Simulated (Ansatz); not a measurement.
# HfO2 (Fm-3m) under uniaxial strain along [001], part 2 of 2

Aim: how do the optical modes of HfO2 (Fm-3m) shift and split under this strain?

Ansatz 0.2.0; DFT LDA, scalar-relativistic, plane waves, PAW; PAW set soft_1.

So far, mean high-frequency dielectric constant: step 5 (zone-centre response at rest) 5.40; step 7 (strain 4 %) 5.43.

**9. Modes of this member: uniaxial strain of -4 % along [001]**

The zone-centre modes follow for uniaxial strain of -4 % along [001], with the response to a field.

File input.yaml:

```yaml
crystal:
  lattice:
    - [0.0, 2.5187705729, 2.4008315992]
    - [2.5187705729, 0.0, 2.4008315992]
    - [2.5187705729, 2.5187705729, 0.0]
  atoms:
    - { symbol: O, position: [0.25, 0.25, 0.25] }
    - { symbol: O, position: [0.75, 0.75, 0.75] }
    - { symbol: Hf, position: [0.0, 0.0, 0.0] }
kpoints:
  mp_grid: { grid: [8, 8, 8] }
hamiltonian:
  xc: lda
  pseudopotentials: { kind: paw, azcp: { folder: soft_1 }, xc_functional: pbe }
scf:
  occupations: { method: fixed }
output:
  eigenvalues: true
phonons:
  method: dfpt
  dielectric: true
  rigid_motions: translations
```

Started as:

```
ansatz run input.yaml --threads 8 --pin off --max-ram 20480MiB --backend cpu --events-out ev --progress --plain --runs-dir out
```

It took 43 s on 8 threads of Arm Neoverse N1, shared host; peak memory 0.99 GiB; 5 min of CPU time.

Numbers from this step:

```
sum-rule residual before enforcement                    : 7.08e-5 eV/Å²
miss of the charge sum rule                             : 2.28e-5 e
highest optical mode at the zone centre (no LO-TO term) : 676.2 cm⁻¹
lowest optical zone-centre mode                         : 270.7 cm⁻¹
mean high-frequency dielectric constant                 : 5.418
largest Born charge (third of the trace)                : 5.613 e
mean static dielectric constant                         : 30.93
top of the zone-centre spectrum with the field          : 676.2 cm⁻¹
```

Without the LO-TO term. Patterns of degenerate modes are one choice out of their space. Modes at Γ, with each element's share of the kinetic energy:

```csv
mode,frequency (cm⁻¹),symmetry,O %,Hf %
1,0.0,acoustic,15,85
2,0.0,acoustic,15,85
3,0.0,acoustic,15,85
4,270.7,Eu,85,15
5,270.7,Eu,85,15
6,272.4,A2u,85,15
7,589.1,Eg,100,0
8,589.1,Eg,100,0
9,676.2,B1g,100,0
```

Transverse modes. Infrared lines, with heights relative to the strongest:

```csv
position (cm⁻¹),label,relative intensity
271,Eu,100
272,A2u,45
589,Eg,0.0
676,B1g,0.0
```

Without the LO-TO term the lowest optical mode is real, 271 cm⁻¹, and the highest lies at 676.2 cm⁻¹.

**10. All members side by side**

The members are set side by side, also those not shown above.

Stress is positive in compression; energies are extrapolated to zero smearing, and E0 is that at rest; the axis is the direction of the strain; the edges not held and the atoms are relaxed in each cell. State of the crystal along the series:

```csv
strain (%),stress along the axis (GPa),free strain along [100] (%),free strain along [010] (%),E - E0 (meV/atom),gap on mesh (eV),ε∞ along the axis,"ε∞ across the axis, mean",ε0 along the axis,"ε0 across the axis, mean","largest Born charge in size, a third of the trace (e)","top mode with the field, highest of q along x, y and z (cm⁻¹)"
-4,24.13,0.7159,0.7159,31,3.129,5.205,5.524,28.62,32.09,5.613,676.2
-3,17.8,0.5275,0.5275,17.19,3.302,5.245,5.486,29.68,32.58,5.605,655.7
-2,11.69,0.3452,0.3452,7.503,3.467,5.29,5.452,31,33.17,5.599,641.8
-1,5.754,0.1691,0.1691,1.831,3.583,5.34,5.422,32.67,33.9,5.593,636.2
0,0.001431,0,0,0,3.661,5.395,5.395,34.76,34.76,5.59,630.4
1,-5.582,-0.1616,-0.1616,1.761,3.598,5.454,5.371,37.35,35.78,5.587,627.3
2,-11.01,-0.3163,-0.3163,7.13,3.492,5.518,5.35,40.61,36.98,5.585,623.9
3,-16.29,-0.4638,-0.4638,15.96,3.336,5.585,5.333,44.78,38.4,5.585,620.1
4,-21.43,-0.6043,-0.6043,28.15,3.172,5.658,5.318,50.28,40.09,5.586,616
```

Without the LO-TO term; optical modes are counted from below at rest and tracked from member to member by their patterns, and modes that stay within 0.3 cm⁻¹ of each other stand once; labels, where given, are those at rest, then, where named, those of the strained cell; the edges not held and the atoms are relaxed in each cell. Optical modes along the series:

```csv
strain (%),optical mode 1 T1u to A2u single part (cm⁻¹),optical mode 2 T1u to Eu pair part (cm⁻¹),optical mode 3 T2g single part (cm⁻¹),optical mode 4 T2g to Eg pair part (cm⁻¹)
-4,272.4,270.7,676.2,589.1
-3,267.9,265.6,655.7,592
-2,262.5,260.2,635.7,594.1
-1,256,254.5,616,595.5
0,248.3,248.3,596.5,596.5
1,239.7,241.9,577.2,596.9
2,230,235.2,557.9,596.8
3,219,228,538.7,596.4
4,206.6,220.5,519.4,595.5
```

Value and slope at zero strain of a cubic (a lower polynomial where under five rows exist) through the rows within 2 % of rest. Slopes at rest:

```csv
mode,frequency (cm⁻¹),shift per percent of strain (cm⁻¹),shift per GPa of compressive stress (cm⁻¹)
optical mode 1 T1u to A2u single part,248.4,-8.13,1.43
optical mode 2 T1u to Eu pair part,248.4,-6.27,1.11
optical mode 3 T2g single part,596.5,-19.38,3.42
optical mode 4 T2g to Eg pair part,596.5,0.65,-0.11
```

**11. Summary of results**

| Quantity | Value |
| --- | --- |
| members | 9 |
| highest optical mode at the zone centre (no LO-TO term), at rest | 596.5 cm⁻¹ |
| Young’s modulus along [001] | 567 GPa |
| optical mode 1 T1u to A2u single part, shift per percent | -8.13 cm⁻¹ |
| optical mode 2 T1u to Eu pair part, shift per percent | -6.27 cm⁻¹ |
| optical mode 3 T2g single part, shift per percent | -19.38 cm⁻¹ |
| optical mode 4 T2g to Eg pair part, shift per percent | 0.65 cm⁻¹ |

In words: The stress changes by 5.67 GPa for each percent, a Young’s modulus of 567 GPa along [001]. For each percent the free edge responds with -0.17 %. The strain lowers the symmetry: the level at 596.5 cm⁻¹ splits, into 676.2 and 589.1 cm⁻¹ at -4 %. Within 2 % of rest optical mode 4 T2g to Eg pair part bends away from a straight line, so a single slope holds only near rest. The fastest shift in the table of slopes is -19.4 cm⁻¹ for each percent (optical mode 3 T2g single part), or 3.4 cm⁻¹ for each GPa of compressive stress. For small strain, the measured shift of a line that Raman or infrared light can see, divided by its slope, estimates the stress, if the state of stress is of this kind. For infrared-active modes these slopes hold for the transverse lines; longitudinal ones carry the field and shift otherwise. These are harmonic frequencies at zero temperature: anharmonic shifts, linewidths and thermal expansion are left out. Spin-orbit coupling is left out, which can matter for the heavy elements here. The PAW files were made for PBE; the program adapts parts of them to the functional of the run, but their partial waves stay those of PBE, an approximation that was not tested in this session. Only the zone centre was solved, so an instability at another wavevector cannot show here. The cubic phase of this oxide is a high-temperature one, known to be unstable at zero temperature to an oxygen mode at X.

[Logs are printed without paths, hosts, clocks, repeated set-up lines and the standing remarks that a program may print on its own settings, such as how far it seeks lower states.]

[Hosts, paths, dates, database ids (printed as entryN), source tags and the programs' standing remarks are cut or masked in the printed files.]
